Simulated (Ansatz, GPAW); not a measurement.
# A 8-layer slab of Pt(111): simulated STM images

What would a tunnelling microscope show on a 8-layer slab of Pt(111)?

Program: GPAW 26.7.0 and Ansatz 0.2.0. Level of theory: Ansatz plane waves; slab in vacuum with a dipole correction, relaxation, in the first sound run; inputs show where later runs differ. Results are calculated unless marked as measured.

Report form: the programs' logs are mostly left out.

## (1) The starting structure

The cell holds 8 atoms: 8 Pt. Its edges and angles: a = 2.772 Å, b = 2.772 Å, c = 31.842 Å, α = 90.0°, β = 90.0°, γ = 60.0°. Vacuum lies along c.

## (2) Relaxation

The atoms are relaxed first, since the surface dipole, and with it the work function, follows the positions of the outer layers. The lowest 4 atoms are held at bulk positions and keep their forces.

Contents of input.yaml:

```yaml
crystal:
  lattice:
    - [2.7718585823, 0.0, 0.0]
    - [1.3859292911, 2.4004999479, 0.0]
    - [0.0, 0.0, 31.8424913866]
  atoms:
    - { symbol: Pt, position: [0.6666666667, 0.6666666667, 0.2512366229] }
    - { symbol: Pt, position: [0.0, 0.0, 0.3223118735] }
    - { symbol: Pt, position: [0.3333333333, 0.3333333333, 0.3933871241] }
    - { symbol: Pt, position: [0.6666666667, 0.6666666667, 0.4644623747] }
    - { symbol: Pt, position: [0.0, 0.0, 0.5355376253] }
    - { symbol: Pt, position: [0.3333333333, 0.3333333333, 0.6066128759] }
    - { symbol: Pt, position: [0.6666666667, 0.6666666667, 0.6776881265] }
    - { symbol: Pt, position: [0.0, 0.0, 0.7487633771] }
kpoints:
  mp_grid: { grid: [13, 13, 1] }
hamiltonian:
  xc: pbe
scf:
  occupations: { method: fermi_dirac, width: 0.1 }
efield:
  axis: 3
  dipole_correction: true
  ramp_width: 0.05
relax:
  f_tol: 0.02
  max_steps: 60
  constraints: [{ sites: [0, 1, 2, 3] }]
output:
  write_potential: true
  write_density: true
  volumetric_format: npy
```

The run is started by

```sh
$ ansatz run input.yaml --threads 4 --pin off --max-ram 8192MiB --backend cpu --events-out ev --progress --plain --runs-dir out
```

Run time: 32 s. Hardware: 4 threads of Intel Xeon Platinum 8259CL at 2.50GHz (Skylake/Cascade Lake), shared host; peak memory 0.88 GiB.

Relaxation path:

```
step  energy less that of the first step (eV)  largest force component (eV/Å)
   1                                   0.0000                          0.5641
   2                                  -0.0451                          0.3352
   3                                  -0.0596                          0.0228
   4                                  -0.0598                          0.0026
```

The run keeps the 6 symmetry operations that it works with, so distortions that break them were not tested.

The atoms that moved most (Å):

```
atom     dx     dy     dz  length
 Pt8  0.000  0.000  0.273   0.273
 Pt7  0.000  0.000  0.187   0.187
 Pt6  0.000  0.000  0.129   0.129
 Pt5  0.000  0.000  0.068   0.068
```

The relaxed structure:

```cif
data_structure
_symmetry_space_group_name_H-M 'P 1'
_symmetry_Int_Tables_number 1
_cell_length_a 2.7719
_cell_length_b 2.7719
_cell_length_c 31.8425
_cell_angle_alpha 90.000
_cell_angle_beta 90.000
_cell_angle_gamma 60.000
_cell_volume 211.88
loop_
_atom_site_label
_atom_site_type_symbol
_atom_site_fract_x
_atom_site_fract_y
_atom_site_fract_z
_atom_site_occupancy
Pt1 Pt 0.66667 0.66667 0.25124 1
Pt2 Pt 0.00000 0.00000 0.32231 1
Pt3 Pt 0.33333 0.33333 0.39339 1
Pt4 Pt 0.66667 0.66667 0.46446 1
Pt5 Pt 0.00000 0.00000 0.53766 1
Pt6 Pt 0.33333 0.33333 0.61065 1
Pt7 Pt 0.66667 0.66667 0.68357 1
Pt8 Pt 0.00000 0.00000 0.75732 1
```

Numbers from this step:

```
free energy             : -100183.0825 eV
smearing term TS        : 0.4763 eV
symmetry operations     : 6
upper work function     : 5.700 eV
lower work function     : 5.646 eV
dipole along the normal : -0.002002 e·Å
dipole field            : -0.001710 V/Å
vacuum level above      : 16.54 eV
vacuum level below      : 16.49 eV
```

The electrostatic potential energy of an electron (with the applied field's), less the Fermi level, planar mean oscillates, so the rows of the table below give means over windows of 2.36 Å about each position, cut where the curve ends. Its maxima inside the range that stand out by 2 % of the span (Å: eV): 9.1: -0.333, 11.4: -0.610, 13.7: -0.622, 15.9: 0.0421, 18.3: 0.0493, 20.6: 0.0217, 23.0: 0.444. Its minima: 8.0: -24.1, 10.3: -24.3, 12.5: -24.4, 14.7: -24.3, 17.1: -24.3, 19.5: -24.4, 21.8: -24.2, 24.2: -23.9.

The electrostatic potential energy of an electron (with the applied field's), less the Fermi level, planar mean by z; means over each step:

```
z (Å)  electrostatic potential energy of an electron (with the applied field's), less the Fermi level, planar mean (eV)
 1.18                                                                                                              5.65
 3.54                                                                                                              5.65
 5.90                                                                                                              4.76
 8.26                                                                                                             -11.5
10.62                                                                                                             -12.0
12.98                                                                                                             -12.1
15.34                                                                                                             -11.8
17.70                                                                                                             -11.8
20.06                                                                                                             -11.8
22.42                                                                                                             -11.5
24.78                                                                                                             -8.46
27.14                                                                                                              5.64
29.50                                                                                                              5.70
```

The valence density, planar mean oscillates, so the rows of the table below give means over windows of 2.36 Å about each position, cut where the curve ends. Its maxima inside the range that stand out by 2 % of the span (Å: e/Å³): 8.0: 2.31, 10.3: 2.32, 12.5: 2.35, 14.7: 2.33, 17.1: 2.33, 19.5: 2.34, 21.8: 2.32, 24.2: 2.30. Its minima: 9.1: 0.324, 11.4: 0.326, 13.7: 0.328, 15.9: 0.294, 18.3: 0.296, 20.6: 0.297, 23.0: 0.291.

Valence density, planar mean against z; means over each step:

```
z (Å)  valence density, planar mean (e/Å³)
 3.54                               4.7e-5
 5.90                               0.0421
 8.26                                 1.16
10.62                                 1.17
12.98                                 1.18
15.34                                 1.16
17.70                                 1.16
20.06                                 1.16
22.42                                 1.15
24.78                                0.985
27.14                              0.00275
29.50                               3.4e-6
```

The relaxation lowered the energy of the cell by 0.0598 eV.

## (3) The slab's potential

With the geometry fixed, the planar mean of the potential gives the vacuum level on each side.

This step: GPAW, PAW setups; slab in vacuum (GPAW 26.7.0).

Contents of run.py:

```python
import json
import numpy as np
from ase import Atoms
from ase.dft.stm import STM
from gpaw import GPAW, PW

slab = Atoms(
    ['Pt', 'Pt', 'Pt', 'Pt', 'Pt', 'Pt', 'Pt', 'Pt'],
    positions=[
        [2.77186, 1.60033, 8.00000],
        [0.00000, 0.00000, 10.26321],
        [1.38593, 0.80017, 12.52643],
        [2.77186, 1.60033, 14.78964],
        [0.00000, -0.00000, 17.12039],
        [1.38593, 0.80017, 19.44473],
        [2.77186, 1.60033, 21.76654],
        [0.00000, -0.00000, 24.11507]],
    cell=[[2.77186, 0.0, 0.0], [1.38593, 2.4005, 0.0], [0.0, 0.0, 31.84249]],
    pbc=[True, True, False])

slab.calc = GPAW(mode=PW(400), xc='PBE', kpts={'size': (13, 13, 1), 'gamma': True},
                 occupations={'name': 'fermi-dirac', 'width': 0.1}, nbands='160%',
                 convergence={'density': 1e-05}, maxiter=200,
                 poissonsolver={'dipolelayer': 'xy'},
                 symmetry={'tolerance': 1e-3}, txt='slab.txt')
result = {}
energy = slab.get_potential_energy()
fermi = slab.calc.get_fermi_level()
v = slab.calc.get_electrostatic_potential().mean((0, 1)) - fermi
n = slab.calc.get_pseudo_density().mean((0, 1))
L = slab.cell[2, 2]
z = np.arange(len(v)) * L / len(v)
low, high = slab.positions[:, 2].min(), slab.positions[:, 2].max()
below, above = np.interp([low - 5.8, high + 5.8], z, v)
slopes = [np.interp(x, z, np.gradient(v, z)) for x in (low - 5.8, high + 5.8)]
eps = np.array([[slab.calc.get_eigenvalues(k, s) for k in range(len(slab.calc.get_ibz_k_points()))]
                for s in range(slab.calc.get_number_of_spins())]) - fermi
top, bottom = eps[eps < 0].max(), eps[eps > 0].min()
dipole = slab.get_dipole_moment()[2]
print(f'energy {energy:.4f} eV, Fermi level {fermi:.4f} eV, dipole {dipole:.5f} e A')
print(f'potential 5.8 A off the faces, from the Fermi level: lower {below:.4f} eV, upper {above:.4f} eV')
print(f'slope of the potential there: lower {slopes[0]:.5f}, upper {slopes[1]:.5f} eV/A')
print(f'nearest levels on the mesh: {top:.4f} and {bottom:.4f} eV')
print('magnetic moment', round(slab.get_magnetic_moment(), 3))
result.update(energy=energy, fermi=fermi, dipole=dipole, below=below, above=above, slopes=slopes, edges=[top, bottom],
              z=z.tolist(), v=v.tolist(), n=n.tolist(), positions=slab.positions.tolist(),
              forces=slab.get_forces(apply_constraint=False).tolist(), moments=slab.get_magnetic_moments().tolist())

# Images need the states of the whole zone, up to time reversal
slab.calc = slab.calc.fixed_density(symmetry={'point_group': False}, txt='states.txt',
                                    convergence={'bands': 'CBM+1.8'})
stm = STM(slab)
result['stm'] = []
for bias in [-2.0, -1.0, 1.5]:
    height = high + 3.0
    current = stm.get_averaged_current(bias, height)
    x, y, h = stm.scan(bias, current)
    i, f = divmod(height / L * stm.ldos.shape[2], 1)
    I = abs((1 - f) * stm.ldos[:, :, int(i)] + f * stm.ldos[:, :, int(i) + 1])
    print(f'bias {bias} V: mean current at 3.0 A {current:.4e}, corrugation {np.ptp(h):.4f} A')
    result['stm'].append(dict(bias=bias, current=current, h=(h - high).tolist(), I=I.tolist()))
json.dump(result, open('result.json', 'w'))
```

The run is started by

```sh
$ OMP_NUM_THREADS=1 OPENBLAS_NUM_THREADS=1 python run.py
```

Elapsed: 24 min, on 1 thread; peak memory 1 GiB.

This step gave:

- dipole along the normal: -0.001646 e·Å
- levels nearest the Fermi level on the mesh: -0.003676, 0.001508 eV from the Fermi level
- upper work function: 5.671 eV
- lower work function: 5.620 eV
- corrugation -2: 0.1163 Å
- corrugation -1: 0.1624 Å
- corrugation 1.5: 0.1032 Å

The electrostatic potential energy of an electron (without an applied field's), less the Fermi level, planar mean oscillates, so the rows of the table below give means over windows of 2.27 Å about each position, cut where the curve ends. Its maxima inside the range that stand out by 2 % of the span (Å: eV): 9.1: -0.295, 11.4: -0.523, 13.6: -0.502, 15.9: 0.0891, 18.3: 0.0827, 20.6: 0.0708, 23.0: 0.539. Its minima: 8.0: -26.9, 10.3: -27.1, 12.6: -27.1, 14.8: -27.0, 17.1: -27.1, 19.5: -26.9, 21.8: -27.1, 24.2: -26.8.

Electrostatic potential energy of an electron (without an applied field's), less the Fermi level, planar mean against z; means over each step:

z (Å), electrostatic potential energy of an electron (without an applied field's), less the Fermi level, planar mean (eV) and a bar from the least value:
```
     1.14        5.6 ##############################
     3.41        5.6 ##############################
     5.68        5.2 #############################
     7.95      -11.4 #
    10.22      -12.1 
    12.49      -12.1 
    14.76      -12.0 
    17.03      -11.9 
    19.30      -11.9 
    21.57      -11.8 #
    23.84      -11.4 #
    26.11        4.6 ############################
    28.38        5.7 ##############################
    30.65        5.7 ##############################
```

The pseudo valence density, planar mean oscillates, so the rows of the table below give means over windows of 2.38 Å about each position, cut where the curve ends. Its maxima inside the range that stand out by 2 % of the span (Å: e/Å³): 8.0: 2.39, 10.2: 2.34, 12.6: 2.41, 14.7: 2.38, 17.1: 2.42, 19.5: 2.39, 21.7: 2.29, 24.0: 2.34. Its minima: 9.1: 0.323, 11.5: 0.329, 13.6: 0.321, 16.0: 0.297, 18.2: 0.302, 20.6: 0.294, 23.0: 0.284.

Table of pseudo valence density, planar mean by z; means over each step:

```
z (Å)  pseudo valence density, planar mean (e/Å³)
 3.57                                      5.4e-5
 5.95                                      0.0494
 8.33                                        1.03
10.71                                        1.04
13.09                                        1.05
15.47                                        1.03
17.85                                        1.04
20.23                                        1.04
22.61                                        1.03
24.99                                       0.770
27.37                                     0.00149
29.75                                           0
```

Tip height over the top atom over a1 and a2. Sample bias -2 V, constant current at the mean current 3.0 Å over the top atom.

Ten even steps from '0' (2.96 Å) to '9' (3.07 Å):
```
99875311113578
88875310001357
67765310000135
45554310000013
23333210000001
11222111000001
11000011100001
11000001111111
21000000123333
43200000234555
65320000235677
87532000235788
98753111135789
99864211124689
```
Columns: a1 from 0 to 0.929; rows upwards: a2 from 0 to 0.929.

Local density of states summed over the bias window over a1 and a2. Sample bias -2 V, constant height 3.0 Å over the top atom.

Values in units of 1e-4 arbitrary, 14 rows by 14 columns:
```
3.0 3.0 2.9 2.8 2.6 2.5 2.4 2.3 2.3 2.4 2.5 2.6 2.8 2.9
2.9 2.9 2.9 2.8 2.6 2.5 2.4 2.3 2.3 2.3 2.4 2.5 2.6 2.8
2.7 2.8 2.8 2.7 2.6 2.5 2.4 2.3 2.3 2.3 2.3 2.4 2.5 2.6
2.6 2.6 2.6 2.6 2.6 2.5 2.4 2.3 2.3 2.3 2.3 2.3 2.4 2.5
2.4 2.5 2.5 2.5 2.5 2.4 2.4 2.3 2.3 2.3 2.3 2.3 2.3 2.4
2.4 2.4 2.4 2.4 2.4 2.4 2.4 2.3 2.3 2.3 2.3 2.3 2.3 2.3
2.3 2.3 2.3 2.3 2.3 2.3 2.3 2.3 2.3 2.3 2.3 2.3 2.3 2.3
2.4 2.3 2.3 2.3 2.3 2.3 2.3 2.3 2.4 2.4 2.4 2.4 2.4 2.4
2.4 2.4 2.3 2.3 2.3 2.3 2.3 2.3 2.4 2.4 2.5 2.5 2.5 2.5
2.6 2.5 2.4 2.3 2.3 2.3 2.3 2.3 2.4 2.5 2.6 2.6 2.6 2.6
2.7 2.6 2.5 2.4 2.3 2.3 2.3 2.3 2.4 2.5 2.6 2.7 2.8 2.8
2.9 2.8 2.6 2.5 2.4 2.3 2.3 2.3 2.4 2.5 2.6 2.8 2.9 2.9
3.0 2.9 2.8 2.6 2.5 2.4 2.3 2.3 2.4 2.5 2.6 2.8 2.9 3.0
3.0 3.0 2.9 2.7 2.6 2.4 2.4 2.3 2.4 2.4 2.6 2.7 2.9 3.0
```
Columns: a1 from 0 to 0.929; rows upwards: a2 from 0 to 0.929.

Tip height over the top atom over a1 and a2. Sample bias -1 V, constant current at the mean current 3.0 Å over the top atom.

Values in Å, 14 rows by 14 columns:
```
3.10 3.10 3.08 3.06 3.04 3.00 2.97 2.96 2.96 2.97 3.00 3.04 3.06 3.08
3.08 3.09 3.08 3.06 3.04 3.01 2.97 2.96 2.95 2.96 2.97 3.01 3.04 3.06
3.06 3.06 3.06 3.06 3.04 3.01 2.97 2.95 2.94 2.94 2.95 2.97 3.01 3.04
3.02 3.04 3.04 3.04 3.02 3.00 2.97 2.95 2.94 2.94 2.94 2.95 2.97 3.00
2.98 3.00 3.00 3.00 3.00 2.98 2.97 2.96 2.94 2.94 2.94 2.94 2.96 2.97
2.96 2.97 2.97 2.97 2.97 2.97 2.96 2.96 2.95 2.94 2.94 2.94 2.95 2.96
2.96 2.95 2.95 2.95 2.95 2.95 2.95 2.96 2.96 2.96 2.95 2.95 2.96 2.96
2.96 2.95 2.95 2.94 2.94 2.94 2.95 2.95 2.96 2.97 2.97 2.97 2.97 2.97
2.98 2.97 2.95 2.94 2.94 2.94 2.94 2.95 2.97 2.98 3.00 3.01 3.01 3.00
3.02 3.00 2.97 2.95 2.94 2.94 2.94 2.95 2.97 3.00 3.02 3.04 3.04 3.04
3.06 3.04 3.00 2.97 2.95 2.94 2.94 2.95 2.97 3.00 3.04 3.06 3.06 3.06
3.08 3.06 3.04 3.00 2.97 2.95 2.95 2.95 2.97 3.00 3.04 3.06 3.08 3.08
3.10 3.09 3.06 3.04 3.00 2.97 2.95 2.95 2.97 3.00 3.04 3.06 3.09 3.10
3.10 3.10 3.08 3.06 3.02 2.98 2.96 2.96 2.96 2.98 3.02 3.06 3.08 3.10
```
Columns: a1 from 0 to 0.929; rows upwards: a2 from 0 to 0.929.

Local density of states summed over the bias window over a1 and a2. Sample bias -1 V, constant height 3.0 Å over the top atom.

Ten even steps from '_' (1.19 × 1e-4 arbitrary) to '@' (1.82 × 1e-4 arbitrary):
```
@@@@%%**==::..____..::==**%%
%%%%%%**++--..______..--++**
********==--..________..--==
--==++==--::..__________..::
::::----::::..____________..
..............______________
____________________________
..______________............
::..____________..::::----::
--::..__________..::--==++==
**==--..________..--==******
%%**++--..______..--++**%%%%
@@%%**==::..____..::==**%%@@
@@@@%%**--::..__..::--**%%@@
```
Columns: a1 from 0 to 0.929; rows upwards: a2 from 0 to 0.929.

Tip height over the top atom over a1 and a2. Sample bias 1.5 V, constant current at the mean current 3.0 Å over the top atom.

Values in Å, 14 rows by 14 columns:
```
3.06 3.06 3.05 3.04 3.02 3.00 2.98 2.97 2.97 2.98 3.00 3.02 3.04 3.05
3.05 3.05 3.05 3.04 3.02 3.00 2.99 2.98 2.97 2.98 2.99 3.00 3.02 3.04
3.03 3.04 3.04 3.03 3.02 3.00 2.99 2.98 2.97 2.97 2.98 2.99 3.00 3.02
3.01 3.02 3.02 3.02 3.01 3.00 2.99 2.98 2.97 2.97 2.97 2.98 2.99 3.00
2.99 3.00 3.00 3.00 3.00 2.99 2.98 2.98 2.97 2.97 2.97 2.97 2.98 2.98
2.98 2.98 2.98 2.98 2.98 2.98 2.98 2.97 2.97 2.97 2.97 2.97 2.97 2.97
2.97 2.97 2.97 2.97 2.97 2.97 2.97 2.97 2.97 2.98 2.98 2.98 2.98 2.97
2.98 2.97 2.97 2.96 2.96 2.96 2.97 2.97 2.98 2.98 2.99 2.99 2.99 2.98
2.99 2.98 2.97 2.96 2.96 2.96 2.96 2.97 2.98 2.99 3.00 3.00 3.00 3.00
3.01 3.00 2.98 2.97 2.96 2.96 2.96 2.97 2.98 3.00 3.01 3.02 3.02 3.02
3.03 3.02 3.00 2.98 2.97 2.96 2.96 2.97 2.98 3.00 3.02 3.03 3.04 3.04
3.05 3.04 3.02 3.00 2.98 2.97 2.97 2.97 2.98 3.00 3.02 3.04 3.05 3.05
3.06 3.05 3.04 3.02 3.00 2.98 2.97 2.97 2.98 3.00 3.02 3.04 3.05 3.06
3.06 3.06 3.05 3.03 3.01 2.99 2.98 2.97 2.98 2.99 3.01 3.03 3.05 3.06
```
Columns: a1 from 0 to 0.929; rows upwards: a2 from 0 to 0.929.

Local density of states summed over the bias window over a1 and a2. Sample bias 1.5 V, constant height 3.0 Å over the top atom.

Values in units of 1e-4 arbitrary, 14 rows by 14 columns:
```
3.2 3.2 3.2 3.1 3.0 2.9 2.8 2.7 2.7 2.8 2.9 3.0 3.1 3.2
3.2 3.2 3.2 3.1 3.0 2.9 2.8 2.7 2.7 2.7 2.8 2.9 3.0 3.1
3.0 3.1 3.1 3.0 3.0 2.9 2.8 2.7 2.7 2.7 2.7 2.8 2.9 3.0
2.9 3.0 3.0 3.0 2.9 2.9 2.8 2.7 2.7 2.7 2.7 2.7 2.8 2.9
2.8 2.9 2.9 2.9 2.9 2.8 2.8 2.7 2.7 2.7 2.7 2.7 2.7 2.8
2.7 2.8 2.8 2.8 2.8 2.8 2.7 2.7 2.7 2.7 2.7 2.7 2.7 2.7
2.7 2.7 2.7 2.7 2.7 2.7 2.7 2.7 2.7 2.7 2.7 2.7 2.7 2.7
2.7 2.7 2.7 2.7 2.7 2.7 2.7 2.7 2.7 2.8 2.8 2.8 2.8 2.8
2.8 2.8 2.7 2.7 2.6 2.6 2.7 2.7 2.8 2.8 2.9 2.9 2.9 2.9
2.9 2.9 2.8 2.7 2.7 2.6 2.7 2.7 2.8 2.9 2.9 3.0 3.0 3.0
3.0 3.0 2.9 2.8 2.7 2.7 2.7 2.7 2.8 2.9 3.0 3.0 3.1 3.1
3.2 3.1 3.0 2.9 2.8 2.7 2.7 2.7 2.8 2.9 3.0 3.1 3.2 3.2
3.2 3.2 3.1 3.0 2.9 2.8 2.7 2.7 2.8 2.9 3.0 3.1 3.2 3.2
3.3 3.2 3.2 3.0 2.9 2.8 2.7 2.7 2.7 2.8 2.9 3.0 3.2 3.2
```
Columns: a1 from 0 to 0.929; rows upwards: a2 from 0 to 0.929.

Force by atom:

```
atom  x (eV/Å)  y (eV/Å)  z (eV/Å)   size
 Pt1     0.000     0.000    -0.538  0.538
 Pt2     0.000     0.000     0.187  0.187
 Pt3     0.000     0.000    -0.021  0.021
 Pt4     0.000     0.000     0.385  0.385
 Pt5     0.000     0.000    -0.001  0.001
 Pt6     0.000     0.000     0.000  0.000
 Pt7     0.000     0.000     0.008  0.008
 Pt8     0.000     0.000    -0.018  0.018
```

The potential is flat to 1.4e-4 eV/Å where it is read, so the vacuum is wide enough. The geometry is the other program's minimum; here the largest force on a free atom is 0.018 eV/Å.

## (4) A second plane-wave code

A second program with its own datasets checks the number independently.

This step: Ansatz plane waves; slab in vacuum with a dipole correction (Ansatz 0.2.0).

Contents of input.yaml:

```yaml
crystal:
  lattice:
    - [2.7718585823, 0.0, 0.0]
    - [1.3859292911, 2.4004999479, 0.0]
    - [0.0, 0.0, 31.8424913866]
  atoms:
    - { symbol: Pt, position: [0.6666666667, 0.6666666667, 0.2512366229] }
    - { symbol: Pt, position: [0.0, 0.0, 0.3223118735] }
    - { symbol: Pt, position: [0.3333333333, 0.3333333333, 0.3933871241] }
    - { symbol: Pt, position: [0.6666666667, 0.6666666667, 0.4644623747] }
    - { symbol: Pt, position: [0.0, 0.0, 0.5376587153] }
    - { symbol: Pt, position: [0.3333333333, 0.3333333333, 0.6106535098] }
    - { symbol: Pt, position: [0.6666666667, 0.6666666667, 0.6835691457] }
    - { symbol: Pt, position: [0.0, 0.0, 0.7573235774] }
kpoints:
  mp_grid: { grid: [13, 13, 1] }
hamiltonian:
  xc: pbe
scf:
  occupations: { method: fermi_dirac, width: 0.1 }
efield:
  axis: 3
  dipole_correction: true
  ramp_width: 0.05
output:
  forces: true
  band_densities:
    - { e_range: [-2.0, 0] }
    - { e_range: [-1.0, 0] }
    - { e_range: [0, 1.5] }
  write_potential: true
  write_density: true
  volumetric_format: npy
  elf: true
```

The run is started by

```sh
$ ansatz run input.yaml --threads 4 --pin off --max-ram 8192MiB --backend cpu --events-out ev --progress --plain --runs-dir out
```

Elapsed: 19 s, on 4 threads; peak memory 0.87 GiB.

This step gave:

```yaml
upper_work_function: 5.698 eV
lower_work_function: 5.647 eV
dipole_along_the_normal: -0.001884 e·Å
dipole_field: -0.001609 V/Å
corrugation_e_range_minus_2_0_3: 0.1071 Å
decay_e_range_minus_2_0: 1.389 Å⁻¹
apparent_barrier_e_range_minus_2_0: 7.350 eV, hbar² kappa² / 2m (holds the in-plane momentum too)
corrugation_e_range_minus_1_0_3: 0.1679 Å
decay_e_range_minus_1_0: 1.369 Å⁻¹
apparent_barrier_e_range_minus_1_0: 7.145 eV, hbar² kappa² / 2m (holds the in-plane momentum too)
corrugation_e_range_0_1p5_3: 0.09206 Å
decay_e_range_0_1p5: 1.142 Å⁻¹
apparent_barrier_e_range_0_1p5: 4.968 eV, hbar² kappa² / 2m (holds the in-plane momentum too)
```

(Continued in part 2 of 2.)

[Logs are printed without paths, hosts, clocks, repeated set-up lines and the standing remarks that a program may print on its own settings, such as how far it seeks lower states.]

[Hosts, paths, dates, database ids (printed as entryN), source tags and the programs' standing remarks are cut or masked in the printed files.]
